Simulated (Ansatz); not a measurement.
# MnHg (Pm-3m): the cell at rest

Wanted: the relaxed cell of MnHg (Pm-3m).

Main program and level: Ansatz 0.2.0; DFT PBEsol, scalar-relativistic, plane waves, PAW; PAW set soft_1.

In doubt: warnings of the run leave room for a lower electronic state (steps 3, 4), so energies may not be the lowest and differences between runs may mislead.

**1. Starting point**

It takes space group Pm-3m (No. 221, cubic). Conventional cell: a = 3.315 Å, b = 3.315 Å, c = 3.315 Å, α = 90.00°, β = 90.00°, γ = 90.00°. Nearest to Mn lie 8 Hg at 2.87 Å. Hg has 8 Mn at 2.87 Å nearest. Farther neighbours are not listed.

**2. A magnetic order at the starting cell, 2 atoms**

Phonons depend on the magnetic state, so simple orders are compared first, at the starting cell. This run starts ferromagnetic.

The input, input.yaml:

```yaml
crystal:
  lattice:
    - [3.315, 0.0, 0.0]
    - [0.0, 3.315, 0.0]
    - [0.0, 0.0, 3.315]
  atoms:
    - { symbol: Mn, position: [0.5, 0.5, 0.5], spin: 4.0 }
    - { symbol: Hg, position: [0.0, 0.0, 0.0] }
kpoints:
  mp_grid: { grid: [8, 8, 8] }
hamiltonian:
  xc: pbesol
  pseudopotentials: { kind: paw, azcp: { folder: soft_1 }, xc_functional: pbe }
scf:
  occupations: { method: gaussian, width: 0.05 }
  max_iter: 100
output:
  forces: true
  stress: true
  eigenvalues: true
  populations: true
magnetization:
  spin_polarized: true
```

Run with:

```console
$ ansatz run input.yaml --threads 4 --pin off --max-ram 10240MiB --backend cpu --events-out ev --progress --plain --runs-dir out
```

Numbers of over 12 decimals in the logs are rounded to 6 here.

Output:

```text
Engine: ansatz 0.2.0, aarch64-unknown-linux-gnu
Pseudopotentials: kind: paw
Pseudopotential: Mn, paw, valence charge 15, recommended cutoff 420 eV (normal), soft_1/Mn.paw.azcp
Pseudopotential: Hg, paw, valence charge 20, recommended cutoff 420 eV (normal), soft_1/Hg.paw.azcp
Functional definition: PBEsol
  exchange = pbesol_x
  correlation = pbesol_c
[...]
k-point 2 ↑: bands = [... 14 lower, 12.9310, 13.1181, 13.5867, 13.5867, 13.8758, 16.5923, 22.5032, 22.5032, ... 2 higher]
  k-point 34 ↓: bands = [... 14 lower, 14.4425, 14.4425, 16.3325, 17.9442, 17.9442, 21.5701, 21.5701, 21.5701, ... 2 higher]
--- Löwdin populations: 2 sites ---
  site symbol       q [e]    m [muB]
     0     Mn     14.8236     4.0332
     1     Hg     19.3565     0.0095
  spilling = 0.023426 (of n_electrons = 35.000000)
[key lines of the parts left out:]
SCF converged after 10 iterations
Magnetization: 3.9101 μB (19.4551 up, 15.5449 down)
Free energy (F): -17537.988307 eV
Fermi energy:    15.990791 eV
P = ⅓ Tr σ = -4.8696 GPa (-48.696 kbar)
```

Run time: 1.7 s. Hardware: 4 threads of Arm Neoverse V1, shared host; peak memory 0.33 GiB; 5.5 s of CPU time.

Numbers from this step:

```
magnetization          : 3.910 μB
absolute magnetization : 4.149 μB
site moments           : 3.874, -0.02805 μB
pressure               : -4.870 GPa
volume per atom        : 18.21 Å³
gap on the k-mesh      : 0 eV
```

The cell carries a net spin moment of 3.91 μB and an absolute one of 4.15 μB.

**3. A magnetic order at the starting cell, 4 atoms**

Phonons depend on the magnetic state, so simple orders are compared first, at the starting cell. This run starts antiferromagnetic, q = (0.5, 0.5, 0.5).

System of this step: MnHg (Pm-3m). It takes space group Pm-3m (No. 221, cubic). The conventional cell has a = 3.315 Å, b = 3.315 Å, c = 3.315 Å, α = 90.00°, β = 90.00°, γ = 90.00°. Nearest to Mn lie 8 Hg at 2.87 Å. Hg has 8 Mn at 2.87 Å nearest. Farther neighbours are not listed.

input.yaml, the sections that differ from step 2:

```yaml
crystal:
  lattice:
    - [3.315, 3.315, 0.0]
    - [3.315, 0.0, 3.315]
    - [3.315, 0.0, -3.315]
  atoms:
    - { symbol: Mn, position: [0.5, 0.25, 0.75], spin: 4.0 }
    - { symbol: Mn, position: [0.5, 0.75, 0.25], spin: -4.0 }
    - { symbol: Hg, position: [0.0, 0.0, 0.0] }
    - { symbol: Hg, position: [0.0, 0.5, 0.5] }
# kpoints, hamiltonian, scf, output, magnetization: as in step 2
```

Output:

```text
[...]
Crystal: 4 atoms, lattice volume = 72.859 Å³
Basis set: ecut = 420 eV, 1411 PW (Γ), exchange–correlation on 64×64×64 points (8 copies of the dense FFT grid, shifted against one another)
Bands: 47, of which v1, the nominal top of the filled ones, is band 35 counted from 1 (34 counted from 0)
Symmetry: 48 space group operations
[...]
k-point 28 ↓: bands = [... 31 lower, 13.5675, 13.6813, 13.6813, 14.0369, 16.6345, 16.6345, 16.8623, 17.0167, ... 8 higher]
--- Löwdin populations: 4 sites ---
  site symbol       q [e]    m [muB]
     0     Mn     14.7928     4.0642
     1     Mn     14.7928    -4.0642
     2     Hg     19.3767     0.0000
     3     Hg     19.3767     0.0000
  spilling = 0.023728 (of n_electrons = 70.000000)
[key lines of the parts left out:]
SCF converged after 10 iterations
Magnetization: 0.0000 μB (35.0000 up, 35.0000 down)
Free energy (F): -35076.186069 eV
Fermi energy:    16.019166 eV
P = ⅓ Tr σ = -6.3309 GPa (-63.309 kbar)
```

Wall time 3.4 s (4 threads); peak memory 0.49 GiB.

Numbers from this step:

```yaml
absolute_magnetization: 8.312 μB
site_moments: 3.887, -3.887, -2.77e-16, 2.77e-16 μB
pressure: -6.331 GPa
```

The cell carries a net spin moment of 0.00 μB and an absolute one of 8.31 μB, so the moments cancel.

**4. A magnetic order at the starting cell, 4 atoms (run 2)**

Phonons depend on the magnetic state, so simple orders are compared first, at the starting cell. This run starts antiferromagnetic, q = (0, 0, 0.5).

input.yaml, the sections that differ from step 3:

```yaml
crystal:
  lattice:
    - [3.315, 0.0, 0.0]
    - [0.0, 3.315, 0.0]
    - [0.0, 0.0, 6.63]
  atoms:
    - { symbol: Mn, position: [0.5, 0.5, 0.25], spin: 4.0 }
    - { symbol: Mn, position: [0.5, 0.5, 0.75], spin: -4.0 }
    - { symbol: Hg, position: [0.0, 0.0, 0.0] }
    - { symbol: Hg, position: [0.0, 0.0, 0.5] }
kpoints:
  mp_grid: { grid: [8, 8, 4] }
# hamiltonian, scf, output, magnetization: as in step 3
```

Output:

```text
[...]
Crystal: 4 atoms, lattice volume = 72.859 Å³
Basis set: ecut = 420 eV, 1447 PW (Γ), exchange–correlation on 48×48×90 points (8 copies of the dense FFT grid, shifted against one another)
Bands: 47, of which v1, the nominal top of the filled ones, is band 35 counted from 1 (34 counted from 0)
Symmetry: 16 space group operations
[...]
k-point 44 ↓: bands = [... 31 lower, 14.0410, 14.4176, 14.4176, 16.4953, 17.0510, 17.0510, 17.0689, 17.8725, ... 8 higher]
--- Löwdin populations: 4 sites ---
  site symbol       q [e]    m [muB]
     0     Mn     14.8255     4.0418
     1     Mn     14.8256    -4.0418
     2     Hg     19.3635    -0.0000
     3     Hg     19.3635    -0.0000
  spilling = 0.023170 (of n_electrons = 70.000000)
[key lines of the parts left out:]
SCF converged after 13 iterations
Magnetization: -0.0000 μB (35.0000 up, 35.0000 down)
Free energy (F): -35076.066578 eV
Fermi energy:    16.094309 eV
P = ⅓ Tr σ = -5.5616 GPa (-55.616 kbar)
```

The job ended after 8.2 s (4 threads; peak memory 0.55 GiB; 31 s of CPU time).

The cell carries a net spin moment of 0.00 μB and an absolute one of 8.27 μB, so the moments cancel.

**5. The orders compared**

An antiferromagnetic start is carried into the relaxation if it ends more than 3 meV per atom below the ferromagnetic start.

Numbers from this step:

| Property | Result |
| --- | --- |
| start carried on | antiferromagnetic, q = (0.5, 0.5, 0.5) |

Orders, by row:

| starting order | atoms | energy from the first start (meV/atom) | largest moment (μB) | gap on mesh (eV) | net moment of the cell (μB) | order kept |
| --- | --- | --- | --- | --- | --- | --- |
| ferromagnetic | 2 | 0 | 3.87 | 0 | 3.91 | yes |
| antiferromagnetic, q = (0.5, 0.5, 0.5) | 4 | -52.5 | 3.89 | 0 | 0 | yes |
| antiferromagnetic, q = (0, 0, 0.5) | 4 | -22.5 | 3.87 | 0 | 0 | yes |

The start carried on is the antiferromagnetic, q = (0.5, 0.5, 0.5) one.

**6. Probe on a coarse mesh**

A quick single point on a coarse mesh tells whether the cell has a gap and how far it is from rest, which sets the k mesh and smearing that follow.

input.yaml, the sections that differ from step 4:

```yaml
crystal:
  lattice:
    - [3.315, 3.315, 0.0]
    - [3.315, 0.0, 3.315]
    - [3.315, 0.0, -3.315]
  atoms:
    - { symbol: Mn, position: [0.5, 0.25, 0.75], spin: 4.0 }
    - { symbol: Mn, position: [0.5, 0.75, 0.25], spin: -4.0 }
    - { symbol: Hg, position: [0.0, 0.0, 0.0] }
    - { symbol: Hg, position: [0.0, 0.5, 0.5] }
kpoints:
  mp_grid: { grid: [6, 6, 6] }
scf:
  occupations: { method: gaussian, width: 0.1 }
  lower_state_search: "off"
# hamiltonian, output, magnetization: as in step 4
```

Output:

```text
[...]
Crystal: 4 atoms, lattice volume = 72.859 Å³
Basis set: ecut = 420 eV, 1411 PW (Γ), exchange–correlation on 64×64×64 points (8 copies of the dense FFT grid, shifted against one another)
Bands: 47, of which v1, the nominal top of the filled ones, is band 35 counted from 1 (34 counted from 0)
Symmetry: 48 space group operations
[...]
k-point 15 ↓: bands = [... 31 lower, 13.5447, 13.5773, 13.8266, 14.0861, 16.2487, 16.7996, 16.8679, 17.0076, ... 8 higher]
--- Löwdin populations: 4 sites ---
  site symbol       q [e]    m [muB]
     0     Mn     14.7924     4.0619
     1     Mn     14.7924    -4.0619
     2     Hg     19.3753    -0.0000
     3     Hg     19.3753    -0.0000
  spilling = 0.023780 (of n_electrons = 70.000000)
[key lines of the parts left out:]
SCF converged after 10 iterations
Magnetization: 0.0000 μB (35.0000 up, 35.0000 down)
Free energy (F): -35076.211413 eV
Fermi energy:    16.021672 eV
P = ⅓ Tr σ = -6.4541 GPa (-64.541 kbar)
```

The job ended after 1.7 s (4 threads; peak memory 0.41 GiB).

This step gave:

| Quantity | Value |
| --- | --- |
| absolute magnetization | 8.312 μB |
| site moments | 3.884, -3.884, -1.43e-16, 1.43e-16 μB |
| pressure | -6.454 GPa |

The coarse mesh shows no gap and a pressure of -6.5 GPa.

(Part 1 of 2 ends here.)

[Logs are printed without paths, hosts, clocks, repeated set-up lines and the standing remarks that a program may print on its own settings, such as how far it seeks lower states.]

[Hosts, paths, dates, database ids (printed as entryN), source tags and the programs' standing remarks are cut or masked in the printed files.]
